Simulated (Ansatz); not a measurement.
**How fast states decay through Sb2IClO2**

Wanted: the relaxed cell of Sb2IClO2, its band edges and its decay constants. It is built by putting Sb for Bi, I for Br in the Bi2BrClO2 structure of space group P4mm, with the volume rescaled by atomic radii. The parent structure comes from the Materials Project.

Method: r2SCAN DFT, plane waves, PAW files, in the first sound run; inputs show where later runs differ, in Ansatz 0.2.0.

The structure was built from a prototype and need not be the compound's stable phase.

**1. Set-up**

The structure is tetragonal, space group P4mm (No. 99). Conventional cell: a = 3.948 Å, b = 3.948 Å, c = 7.849 Å, α = 90.00°, β = 90.00°, γ = 90.00°. Nearest to Sb lie 4 O at 2.35 Å and 4 I at 3.20 Å. Nearest to Sb lie 4 O at 2.35 Å and 4 Cl at 3.10 Å. I has 4 Sb at 3.20 Å nearest. Nearest to Cl lie 4 Sb at 3.10 Å. O has 4 Sb at 2.35 Å nearest. It derives from Bi2BrClO2. Sb for Bi, I for Br in the Bi2BrClO2 structure of space group P4mm. Farther neighbours and most contacts between anions are not listed.

As a file:

```cif
data_structure
_symmetry_space_group_name_H-M 'P 1'
_symmetry_Int_Tables_number 1
_cell_length_a 3.9476
_cell_length_b 3.9476
_cell_length_c 7.8492
_cell_angle_alpha 90.000
_cell_angle_beta 90.000
_cell_angle_gamma 90.000
_cell_volume 122.32
loop_
_atom_site_label
_atom_site_type_symbol
_atom_site_fract_x
_atom_site_fract_y
_atom_site_fract_z
_atom_site_occupancy
Sb1 Sb 0.50000 0.50000 0.84251 1
Sb2 Sb 0.00000 0.00000 0.16699 1
I3 I 0.00000 0.00000 0.64219 1
Cl4 Cl 0.50000 0.50000 0.33964 1
O5 O 0.00000 0.50000 0.00433 1
O6 O 0.50000 0.00000 0.00433 1
```

**2. Relaxing the new crystal**

The substituted atoms don't fit the parent's cell, so cell and atoms relax together. A small smearing keeps the run stable in case the gap closes on the way.

Contents of input.yaml:

```yaml
crystal:
  lattice:
    - [3.9476192688, 0.0, 0.0]
    - [0.0, 3.9476192688, 0.0]
    - [0.0, 0.0, 7.8491523631]
  atoms:
    - { symbol: Sb, position: [0.5, 0.5, 0.842513] }
    - { symbol: Sb, position: [0.0, 0.0, 0.166988] }
    - { symbol: I, position: [0.0, 0.0, 0.64219] }
    - { symbol: Cl, position: [0.5, 0.5, 0.339643] }
    - { symbol: O, position: [0.0, 0.5, 0.004333] }
    - { symbol: O, position: [0.5, 0.0, 0.004333] }
kpoints:
  mp_grid: { grid: [6, 6, 4] }
scf:
  occupations: { method: gaussian, width: 0.03 }
hamiltonian:
  xc: r2scan
output:
  forces: true
  stress: true
relax:
  f_tol: 0.02
  max_steps: 60
  cell: {}
```

The run is started by

```
> ansatz run input.yaml --threads 2 --pin off --max-ram 4096MiB --backend cpu --events-out ev --progress --plain --runs-dir out
```

Numbers of over 12 decimals in the logs are rounded to 6 here.

Log:

```text
Engine: ansatz 0.2.0, aarch64-unknown-linux-gnu
Pseudopotentials: kind: paw
Pseudopotential: Sb, paw, valence charge 15, recommended cutoff 500 eV (meta_gga), Sb.paw.azcp
Pseudopotential: I, paw, valence charge 17, recommended cutoff 500 eV (meta_gga), I.paw.azcp
Pseudopotential: Cl, paw, valence charge 7, recommended cutoff 500 eV (meta_gga), Cl.paw.azcp
Pseudopotential: O, paw, valence charge 6, recommended cutoff 500 eV (meta_gga), O.paw.azcp
Functional definition: r2SCAN
  parameter k0 = 0.174
  parameter k1 = 0.065
  parameter a1 = 4.9479
  exchange = r2scan_x(k0 = k0, k1 = k1, a1 = a1)
  correlation = r2scan_c
Crystal: 6 atoms, lattice volume = 122.319 Å³
Basis set: ecut = 500 eV, 3093 PW (Γ), exchange–correlation on 120×120×240 points (64 copies of the dense FFT grid, shifted against one another)
Bands: 40, of which v1, the nominal top of the filled ones, is band 33 counted from 1 (32 counted from 0)
Symmetry: 8 space group operations
Space group: P4mm (ITA 99), of the structure as read, at distance tolerance 5.0e-5 Å
k-points: 30 of 144 (time reversal used)
Non-local potential: Sb, projectors of the file, l = 0: 2, l = 1: 2, l = 2: 2, l = 3: 2
Non-local potential: I, projectors of the file, l = 0: 2, l = 1: 2, l = 2: 2, l = 3: 2
Non-local potential: Cl, projectors of the file, l = 0: 2, l = 1: 2, l = 2: 2
Non-local potential: O, projectors of the file, l = 0: 2, l = 1: 2, l = 2: 1
PAW form: soft (Blöchl's): semilocal exchange-correlation on the pseudo side does not see the compensation charge
PAW frozen core: Sb, regenerated for the run's functional (the file was generated under x = pbe(κ = 0.804, μ = 0.219515), c = pbe(β = 0.066725))
PAW frozen core: I, regenerated for the run's functional (the file was generated under x = pbe(κ = 0.804, μ = 0.219515), c = pbe(β = 0.066725))
PAW frozen core: Cl, regenerated for the run's functional (the file was generated under x = pbe(κ = 0.804, μ = 0.219515), c = pbe(β = 0.066725))
PAW frozen core: O, regenerated for the run's functional (the file was generated under x = pbe(κ = 0.804, μ = 0.219515), c = pbe(β = 0.066725))
PAW one-centre angular grid: Sb, 590 points (default); XC on 160 Gauss nodes
PAW one-centre angular grid: I, 590 points (default); XC on 160 Gauss nodes
PAW one-centre angular grid: Cl, 302 points (default); XC on 160 Gauss nodes
PAW one-centre angular grid: O, 302 points (default); XC on 160 Gauss nodes
Initial density: superposition of atomic densities (neutral atoms: chi_scale 0, normalization atom), corrected by the library's trained network
Initial wavefunctions: pseudopotential atomic-orbital guess
Functional: x = r2scan, c = r2scan; τ floored in thin density (d = 2e-4 eV/Å³)
SCF iter   1: F=—  HF=-22747.452798 eV  |F-HF|=—  |Δ(HF+E_count)|=         —  Δρ=6.29e-3  dr2=5.58e-2  dr2_τ=7.92e-2  ethr=1.77e-3  ⟨swp⟩=9.1  Hψ=5592  notcnv=0  defer=3
preconditioner: auto → Resta (q_TF=auto, 2.462 Å⁻¹)  ε∞=4.3  [insulator: Δε(μ)=1.529 eV  Ē_g=11.125 eV  σ=0.030 eV  W_gap=1.00  n_scr=38 (ndim 8)  ℏωp=20.1 eV  f_vac=0.004  D(μ)=0.00/eV (n_scr^D=0)  ε∞_Penn≈4.3]
SCF iter   2: F=—  HF=-22747.519889 eV  |F-HF|=—  |Δ(HF+E_count)|=   6.71e-2  Δρ=3.70e-3  dr2=1.45e-2  dr2_τ=8.18e-4  ethr=8.46e-5  ⟨swp⟩=2.5  Hψ=2381  notcnv=0  defer=36
SCF iter   3: F=—  HF=-22747.520443 eV  |F-HF|=—  |Δ(HF+E_count)|=   5.54e-4  Δρ=1.18e-3  dr2=1.87e-3  dr2_τ=2.59e-4  ethr=2.20e-5  ⟨swp⟩=2.1  Hψ=2050  notcnv=0  defer=6
automatic band count: iteration 3 solves 39 bands in place of 40: the levels show a gap, and the empty bands left out lie too high to hold charge; the band table lists the bands solved (type scf.n_extra_bands for more)
SCF iter   4: F=—  HF=-22747.520363 eV  |F-HF|=—  |Δ(HF+E_count)|=   8.06e-5  Δρ=5.14e-4  dr2=3.39e-4  dr2_τ=2.87e-5  ethr=2.84e-6  ⟨swp⟩=2.0  Hψ=1900  notcnv=0  defer=6
SCF iter   5: F=—  HF=-22747.520327 eV  |F-HF|=—  |Δ(HF+E_count)|=   3.54e-5  Δρ=1.11e-4  dr2=1.15e-5  dr2_τ=1.11e-6  ethr=5.13e-7  ⟨swp⟩=2.1  Hψ=1507  notcnv=0  defer=6
SCF iter   6: F=—  HF=-22747.520333 eV  |F-HF|=—  |Δ(HF+E_count)|=   5.50e-6  Δρ=3.53e-5  dr2=1.54e-6  dr2_τ=5.52e-8  ethr=1.74e-8  ⟨swp⟩=2.0  Hψ=1832  notcnv=0  defer=6
SCF iter   7: F=-22747.520333 eV  HF=-22747.520333 eV  |F-HF|=9.20e-10  |Δ(HF+E_count)|=   7.20e-7  Δρ=7.57e-6  dr2=7.96e-8  dr2_τ=3.04e-9  ethr=1.52e-10  ⟨swp⟩=3.1  Hψ=4955  notcnv=0
SCF 1 converged in 7 iterations: F = -22747.520333 eV  dr2 = 7.96e-8
  greatest PAW one-centre occupation: 0.999 electrons in one spin orbital (limit 2), on the I atom at site 2 (counted from 0), in its partial waves of l = 2
relax step   1: F+E_penalty+E_count = -22747.52033349 eV  Δ(F+E_penalty+E_count) = +0.000e0 eV  max|allowed force component| = 1.884e0 eV/Å  Δτ_max = 0.0000 Å  P = -4.601 GPa  Ω = 122.319 Å³  (7 SCF iters, dr2 threshold 1.00e-7 eV, accepted)
Crystal: 6 atoms, lattice volume = 119.655 Å³
Basis set: ecut = 500 eV, 3045 PW (Γ), exchange–correlation on 120×120×240 points (64 copies of the dense FFT grid, shifted against one another)
Initial density: handed on by an earlier stage of this run
Initial wavefunctions: those handed on with the density
iter 1 solved again at ethr=2.99e-4 eV; its pass at ethr=3.10e-3 eV (dr2=1.98e-1 eV) is discarded
SCF iter   1: F=—  HF=-22746.974396 eV  |F-HF|=—  |Δ(HF+E_count)|=         —  Δρ=1.56e-2  dr2=2.03e-1  dr2_τ=1.32e0  ethr=2.99e-4  ⟨swp⟩=1.2  Hψ=5923  notcnv=0
automatic band count: iteration 1 solves 38 bands in place of 40: the levels show a gap, and the empty bands left out lie too high to hold charge; the band table lists the bands solved (type scf.n_extra_bands for more)
preconditioner: auto → Resta (q_TF=auto, 2.471 Å⁻¹)  ε∞=4.7  [insulator: Δε(μ)=1.423 eV  Ē_g=10.319 eV  σ=0.030 eV  W_gap=1.00  n_scr=38 (ndim 8)  ℏωp=20.0 eV  f_vac=0.014  D(μ)=0.00/eV (n_scr^D=0)  ε∞_Penn≈4.7]
SCF iter   2: F=—  HF=-22747.781463 eV  |F-HF|=—  |Δ(HF+E_count)|=   8.07e-1  Δρ=6.78e-3  dr2=1.18e-1  dr2_τ=2.92e-3  ethr=2.99e-4  ⟨swp⟩=3.5  Hψ=2365  notcnv=0  defer=4
SCF iter   3: F=—  HF=-22747.769774 eV  |F-HF|=—  |Δ(HF+E_count)|=   1.17e-2  Δρ=4.76e-3  dr2=2.59e-2  dr2_τ=1.36e-3  ethr=1.79e-4  ⟨swp⟩=2.7  Hψ=1511  notcnv=0  defer=10
SCF iter   4: F=—  HF=-22747.773419 eV  |F-HF|=—  |Δ(HF+E_count)|=   3.64e-3  Δρ=2.52e-3  dr2=5.52e-3  dr2_τ=1.14e-3  ethr=3.93e-5  ⟨swp⟩=2.5  Hψ=1973  notcnv=0  defer=30
SCF iter   5: F=—  HF=-22747.772513 eV  |F-HF|=—  |Δ(HF+E_count)|=   9.06e-4  Δρ=7.46e-4  dr2=9.99e-4  dr2_τ=3.76e-5  ethr=8.36e-6  ⟨swp⟩=2.0  Hψ=1786  notcnv=0  defer=30
[...]
SCF iter   2: F=—  HF=-22747.908620 eV  |F-HF|=—  |Δ(HF+E_count)|=   1.08e-1  Δρ=3.14e-3  dr2=1.01e-2  dr2_τ=6.99e-4  ethr=5.43e-5  ⟨swp⟩=3.2  Hψ=2325  notcnv=0  defer=2
SCF iter   3: F=—  HF=-22747.908160 eV  |F-HF|=—  |Δ(HF+E_count)|=   4.61e-4  Δρ=1.32e-3  dr2=2.73e-3  dr2_τ=2.57e-4  ethr=1.53e-5  ⟨swp⟩=2.0  Hψ=1830  notcnv=0
SCF iter   4: F=—  HF=-22747.908209 eV  |F-HF|=—  |Δ(HF+E_count)|=   4.94e-5  Δρ=5.43e-4  dr2=3.45e-4  dr2_τ=3.56e-5  ethr=4.14e-6  ⟨swp⟩=2.0  Hψ=1477  notcnv=0
SCF iter   5: F=—  HF=-22747.908248 eV  |F-HF|=—  |Δ(HF+E_count)|=   3.91e-5  Δρ=1.78e-4  dr2=3.13e-5  dr2_τ=2.49e-6  ethr=5.22e-7  ⟨swp⟩=2.0  Hψ=1914  notcnv=0
SCF iter   6: F=—  HF=-22747.908261 eV  |F-HF|=—  |Δ(HF+E_count)|=   1.28e-5  Δρ=4.05e-5  dr2=1.90e-6  dr2_τ=1.13e-7  ethr=4.74e-8  ⟨swp⟩=2.0  Hψ=1650  notcnv=0
SCF iter   7: F=-22747.908262 eV  HF=-22747.908262 eV  |F-HF|=4.64e-8  |Δ(HF+E_count)|=   9.06e-7  Δρ=9.49e-6  dr2=9.82e-8  dr2_τ=2.93e-9  ethr=9.09e-10  ⟨swp⟩=4.9  Hψ=4217  notcnv=0
SCF 3 converged in 7 iterations: F = -22747.908262 eV  dr2 = 9.82e-8
relax step   3: F+E_penalty+E_count = -22747.90826173 eV  Δ(F+E_penalty+E_count) = -1.357e-1 eV  max|allowed force component| = 1.433e-1 eV/Å  Δτ_max = 0.0679 Å  P = +0.356 GPa  Ω = 120.937 Å³  energy of the carried Pulay correction = +2.892e-4 eV  (7 SCF iters, dr2 threshold 6.00e-7 eV, accepted)
[...]
relax step   4: F+E_penalty+E_count = -22747.94325577 eV  Δ(F+E_penalty+E_count) = -3.499e-2 eV  max|allowed force component| = 1.879e-1 eV/Å  Δτ_max = 0.0348 Å  P = +0.298 GPa  Ω = 122.955 Å³  energy of the carried Pulay correction = -1.321e-4 eV  (6 SCF iters, dr2 threshold 6.00e-7 eV, accepted)
[...]
relax step   5: F+E_penalty+E_count = -22747.95545638 eV  Δ(F+E_penalty+E_count) = -1.220e-2 eV  max|allowed force component| = 1.407e-1 eV/Å  Δτ_max = 0.0785 Å  P = +0.255 GPa  Ω = 126.675 Å³  energy of the carried Pulay correction = -8.906e-4 eV  (7 SCF iters, dr2 threshold 6.00e-7 eV, accepted)
[...]
relax step   6: F+E_penalty+E_count = -22747.95751387 eV  Δ(F+E_penalty+E_count) = -2.057e-3 eV  max|allowed force component| = 1.671e-2 eV/Å  Δτ_max = 0.0049 Å  P = +0.035 GPa  Ω = 127.104 Å³  energy of the carried Pulay correction = -9.765e-4 eV  (6 SCF iters, dr2 threshold 6.00e-7 eV, accepted)
[...]
relax step   7: F+E_penalty+E_count = -22747.95753795 eV  Δ(F+E_penalty+E_count) = -2.407e-5 eV  max|allowed force component| = 1.925e-3 eV/Å  Δτ_max = 0.0042 Å  P = +0.008 GPa  Ω = 127.314 Å³  energy of the carried Pulay correction = -1.019e-3 eV  (6 SCF iters, dr2 threshold 1.68e-8 eV, accepted)
[...]
relax step   8: F+E_penalty+E_count = -22747.95972845 eV  Δ(F+E_penalty+E_count) = -2.191e-3 eV  max|allowed force component| = 2.127e-3 eV/Å  Δτ_max = 0.0000 Å  P = +0.034 GPa  Ω = 127.314 Å³  stress off target by 6.99e-2 GPa  SCF on the basis re-selected at this cell (its energy is not comparable with the rows above)  (7 SCF iters)
[...]
relax step   9: F+E_penalty+E_count = -22747.95976678 eV  Δ(F+E_penalty+E_count) = -3.833e-5 eV  max|allowed force component| = 2.327e-3 eV/Å  Δτ_max = 0.0057 Å  P = +0.007 GPa  Ω = 127.638 Å³  energy of the carried Pulay correction = -6.984e-5 eV  (6 SCF iters, dr2 threshold 1.22e-8 eV, accepted)
iter 1 solved again at ethr=7.31e-7 eV; its pass at ethr=3.10e-3 eV (dr2=4.82e-4 eV) is discarded
SCF iter   1: F=—  HF=-22747.959777 eV  |F-HF|=—  |Δ(HF+E_count)|=         —  Δρ=5.95e-5  dr2=8.58e-8  dr2_τ=1.50e-8  ethr=7.31e-7  ⟨swp⟩=3.0  Hψ=8955  notcnv=0
eigensolver tolerance schedule: the retry pair's looser diagonalisation over-reported the residual by 5622.49 of it (diagonalisation noise at an unbounded share of the residual, at the tolerance the schedule requests for it); recorded, not acted on — ethr = c·dr2/N_el stays at c = 1.0e-1
preconditioner: auto → Resta (q_TF=auto, 2.444 Å⁻¹)  ε∞=4.1  [insulator: Δε(μ)=1.442 eV  Ē_g=11.007 eV  σ=0.030 eV  W_gap=1.00  n_scr=38 (ndim 8)  ℏωp=19.3 eV  f_vac=0.082  D(μ)=0.00/eV (n_scr^D=0)  ε∞_Penn≈4.1]
SCF iter   2: F=—  HF=-22747.959830 eV  |F-HF|=—  |Δ(HF+E_count)|=   5.33e-5  Δρ=3.00e-5  dr2=2.38e-8  dr2_τ=4.28e-7  ethr=1.30e-10  ⟨swp⟩=2.9  Hψ=2653  notcnv=0
SCF iter   3: F=—  HF=-22747.959839 eV  |F-HF|=—  |Δ(HF+E_count)|=   8.19e-6  Δρ=3.76e-6  dr2=1.21e-8  dr2_τ=4.31e-9  ethr=3.61e-11  ⟨swp⟩=2.1  Hψ=1742  notcnv=0
SCF iter   4: F=—  HF=-22747.959839 eV  |F-HF|=—  |Δ(HF+E_count)|=   5.59e-8  Δρ=4.53e-7  dr2=2.16e-10  dr2_τ=4.36e-11  ethr=1.83e-11  ⟨swp⟩=2.0  Hψ=1562  notcnv=0
SCF iter   5: F=-22747.959839 eV  HF=-22747.959839 eV  |F-HF|=1.46e-11  |Δ(HF+E_count)|=  5.20e-10  Δρ=1.87e-7  dr2=3.86e-11  dr2_τ=2.09e-12  ethr=1.00e-12  ⟨swp⟩=5.0  Hψ=4484  notcnv=0
SCF 10 converged in 5 iterations: F = -22747.959839 eV  dr2 = 3.86e-11
relax step  10: F+E_penalty+E_count = -22747.95983856 eV  Δ(F+E_penalty+E_count) = -7.178e-5 eV  max|allowed force component| = 2.310e-3 eV/Å  Δτ_max = 0.0000 Å  P = +0.006 GPa  Ω = 127.638 Å³  stress off target by 1.65e-2 GPa  SCF on the basis re-selected at this cell (its energy is not comparable with the rows above)  (5 SCF iters)
basis re-selected at this cell: Δ(F+E_penalty+E_count) = -7.178e-5 eV, ΔP = -0.001 GPa vs the last step (what re-selecting the basis moved, of the pressure what is left beyond the Pulay correction that the steps carried, after the strain that the cell walked since its last selection, with what the two solves' SCF thresholds leave and, on support functions, any second-order correction that the steps lacked; it is no m [...]
SCF converged after 5 iterations
Free energy (F): -22747.959839 eV
Harris-Foulkes:  -22747.959839 eV  (|F-HF|=1.46e-11)
Internal energy: -22747.959839 eV  (E = F + TS)
E sigma→0 (E₀):  -22747.959839 eV
Fermi energy:    8.443039 eV
--- Per-component energies (eV) ---
  E_band       = -792.947221
  E_kinetic    = 1112.965068
  E_local      = -7412.924945  (includes V_loc(G=0)·N_el)
  E_nonlocal   = 755.216934
  E_hartree    = 3449.956438
  E_xc         = -626.842136
  E_vxc        = -690.835144  (∫ρ·V_xc dr)
  E_paw        = -15023.029277  (= ΣΔE_a)
  E_vpaw       = -1499.330966  (= ΣTr[D̂ρ^β])
  E_aug_tail   = 0.002019  (compensation charges beyond the density's cutoff)
  E_vtau       = 42.046841  (kinetic-family band-sum trace: ∫τ·v_τ [+ j·A + Jᵃ·Aᵃ] dr)
  E_ewald      = -5004.188778
  E_core_change = 0.884838  (= ΣΔE_core)
  E_smearing   = -0.000000  (= −TS)
  E_closure    = 0.000000  (closes the sum)
  Σ components = -22747.959839   (vs F -22747.959839, Δ=0.00e0)
--- Forces (eV/Å), atoms counted from 1 ---
  atom   1  Sb     0.00000000    -0.00000000     0.00078755
  atom   2  Sb     0.00000000    -0.00000000    -0.00092123
  atom   3  I     -0.00000000     0.00000000     0.00017226
  atom   4  Cl     0.00000000    -0.00000000    -0.00231124
  atom   5  O      0.00000000     0.00000000     0.00113388
  atom   6  O     -0.00000000    -0.00000000     0.00113388
  max |Σ_I F_I| component: 4.91e-6 eV/Å
--- Stress (GPa, compression-positive) ---
        0.001334      -0.000000       0.000000
       -0.000000       0.001334      -0.000000
        0.000000      -0.000000       0.016477
  P = ⅓ Tr σ = 0.0064 GPa (0.064 kbar)
--- Relaxed structure (8 steps of the walk, 8 accepted, 2 SCFs on fresh bases) ---
  F+E_penalty+E_count = -22747.95983856 eV   max|allowed force component| = 2.310e-3 eV/Å   (the final SCF, on the basis selected at the relaxed cell)
  cell:  # Å, volume = 127.6382 Å³
    - [3.830622, 0, 0]
    - [0, 3.830622, 0.0]
    - [0, 0.0, 8.698458]
  atoms:
    - { symbol: Sb, position: [0.5, 0.5, 0.870779] }
    - { symbol: Sb, position: [0, 0, 0.147102] }
    - { symbol: I, position: [0, 0, 0.657875] }
    - { symbol: Cl, position: [0.5, 0.5, 0.304157] }
    - { symbol: O, position: [0, 0.5, 0.010043] }
    - { symbol: O, position: [0.5, 0, 0.010043] }
```

Wall time 2.4 min (2 threads of Arm Neoverse V1, shared host); peak memory 0.67 GiB.

Relaxation path:

| step | energy less that of the first step (eV) | largest force component (eV/Å) | pressure (GPa) | volume (Å³) |
| --- | --- | --- | --- | --- |
| 1 | 0.0000 | 1.8843 | -4.60 | 122.32 |
| 2 | -0.2522 | 1.3564 | 1.93 | 119.66 |
| 3 | -0.3879 | 0.1433 | 0.36 | 120.94 |
| 4 | -0.4229 | 0.1879 | 0.30 | 122.96 |
| 5 | -0.4351 | 0.1407 | 0.25 | 126.68 |
| 6 | -0.4372 | 0.0167 | 0.03 | 127.10 |
| 7 | -0.4372 | 0.0019 | 0.01 | 127.31 |
| 8* | -0.4394 | 0.0021 | 0.03 | 127.31 |
| 9 | -0.4394 | 0.0023 | 0.01 | 127.64 |
| 10* | -0.4395 | 0.0023 | 0.01 | 127.64 |

Relaxation steps marked * repeat the geometry before them on a plane-wave basis chosen anew for their cell, so energy and pressure can jump there.

Forces are held to the 8 operations that the run works with; a distortion that breaks them can't arise in this run.

| conventional cell, symmetrised | before | after | change |
| --- | --- | --- | --- |
| a (Å) | 3.948 | 3.831 | -3.0 % |
| b (Å) | 3.948 | 3.831 | -3.0 % |
| c (Å) | 7.849 | 8.698 | +10.8 % |
| volume (Å³/atom) | 20.39 | 21.27 | +4.3 % |

The atoms that moved most (Å, as changes of fractional coordinates times the final cell):

| atom | dx | dy | dz | length |
| --- | --- | --- | --- | --- |
| Cl4 | 0.000 | 0.000 | -0.309 | 0.309 |
| Sb1 | 0.000 | 0.000 | 0.246 | 0.246 |
| Sb2 | 0.000 | 0.000 | -0.173 | 0.173 |
| I3 | 0.000 | 0.000 | 0.136 | 0.136 |
| O5 | 0.000 | 0.000 | 0.050 | 0.050 |
| O6 | 0.000 | 0.000 | 0.050 | 0.050 |

This step gave:

* free energy: -22747.9598 eV
* Fermi energy: 8.443 eV
* pressure: 0.006382 GPa

The largest force component on a free atom ends at 0.0023 eV/Å.

**3. The bulk crystal and its band edges**

The energy window and the wavevectors of the next steps follow from the band edges, so these are searched first, off the mesh as well.

Contents of input.yaml:

```yaml
crystal:
  lattice:
    - [3.830621504, 0.0, 0.0]
    - [0.0, 3.830621504, 0.0]
    - [0.0, 0.0, 8.6984583217]
  atoms:
    - { symbol: Sb, position: [0.5, 0.5, 0.8707793576] }
    - { symbol: Sb, position: [0.0, 0.0, 0.1471022801] }
    - { symbol: I, position: [0.0, 0.0, 0.6578749798] }
    - { symbol: Cl, position: [0.5, 0.5, 0.3041569692] }
    - { symbol: O, position: [0.0, 0.5, 0.0100432066] }
    - { symbol: O, position: [0.5, 0.0, 0.0100432066] }
kpoints:
  mp_grid: { grid: [6, 6, 4] }
  band_path: { path: [VBM, CBM], npoints: 30 }
scf:
  occupations: { method: fixed }
hamiltonian:
  xc: r2scan
output:
  eigenvalues: true
  write_potential: true
  write_density: true
  volumetric_format: npy
```

Log:

```text
[...]
Crystal: 6 atoms, lattice volume = 127.638 Å³
Basis set: ecut = 500 eV, 3231 PW (Γ), exchange–correlation on 120×120×256 points (64 copies of the dense FFT grid, shifted against one another)
Bands: 40, of which v1, the nominal top of the filled ones, is band 33 counted from 1 (32 counted from 0)
Symmetry: 8 space group operations
[...]
k-points: 30 of 144 (time reversal used)
[...]
SCF iter   1: F=—  HF=-22747.865526 eV  |F-HF|=—  |Δ(HF+E_count)|=         —  Δρ=5.62e-3  dr2=4.79e-2  dr2_τ=1.02e-1  ethr=1.77e-3  ⟨swp⟩=5.1  Hψ=4237  notcnv=0  defer=141
[...]
SCF iter   8: F=-22747.959839 eV  HF=-22747.959839 eV  |F-HF|=1.62e-9  |Δ(HF+E_count)|=   5.28e-8  Δρ=2.33e-6  dr2=8.22e-9  dr2_τ=6.08e-10  ethr=1.52e-10  ⟨swp⟩=12.1  Hψ=5401  notcnv=0
SCF 1 converged in 8 iterations: F = -22747.959839 eV  dr2 = 8.22e-9
[...]
NSCF: frozen V_eff on 40 k-points
[...]
SCF converged after 8 iterations
Free energy (F): -22747.959839 eV
[...]
Internal energy: -22747.959839 eV  (E = F + TS)
E sigma→0 (E₀):  -22747.959839 eV
Fermi energy:    7.721867 eV
[...]
--- Band table (eV; the first three rows and the last of 30) ---
  k-point 0: bands = [... 29 lower, 5.7652, 6.5529, 6.9655, 6.9655, 9.3012, 10.2119, 11.8163, 11.8163, ... 3 higher]
  k-point 1: bands = [... 29 lower, 5.7676, 6.7702, 6.9924, 6.9924, 9.2369, 10.0300, 11.7586, 11.7586, ... 3 higher]
  k-point 2: bands = [... 29 lower, 5.7776, 6.9812, 7.0191, 7.0191, 9.1638, 9.8466, 11.7030, 11.7030, ... 3 higher]
  k-point 29: bands = [... 29 lower, 5.0895, 5.1638, 5.5221, 6.3695, 10.6839, 10.6839, 12.2642, 12.7708, ... 3 higher]
```

The job ended after 78 s (2 threads; peak memory 0.62 GiB; 2.6 min of CPU time).

This step gave:

* Fermi energy: 7.722 eV
* gap on the k-mesh: 1.442 eV
* gap on path: 1.442 eV, by band count; negative where bands overlap
* direct gap on path: 2.111 eV
* edge places on path: 0, 0.8961 1/A along the path

Electronic bands along the path, in eV, zero at the Fermi level (highest filled level under fixed occupations); v1 is the highest filled band, c1 the lowest empty one:

| point | v4 | v3 | v2 | v1 | c1 | c2 | c3 | c4 |
| --- | --- | --- | --- | --- | --- | --- | --- | --- |
| VBM | -1.77 | -0.65 | -0.63 | 0.00 | 3.64 | 3.90 | 4.12 | 4.12 |
| halfway | -1.66 | -1.16 | -0.41 | -0.34 | 3.06 | 3.46 | 3.89 | 3.93 |
| CBM | -1.94 | -0.74 | -0.70 | -0.70 | 1.44 | 2.12 | 3.98 | 3.98 |

The searched edges give 1.44 eV, as on the mesh.

(Continued in part 2 of 3.)

[Logs are printed without paths, hosts, clocks, repeated set-up lines and the standing remarks that a program may print on its own settings, such as how far it seeks lower states.]

[Hosts, paths, dates, database ids (printed as entryN), source tags and the programs' standing remarks are cut or masked in the printed files.]
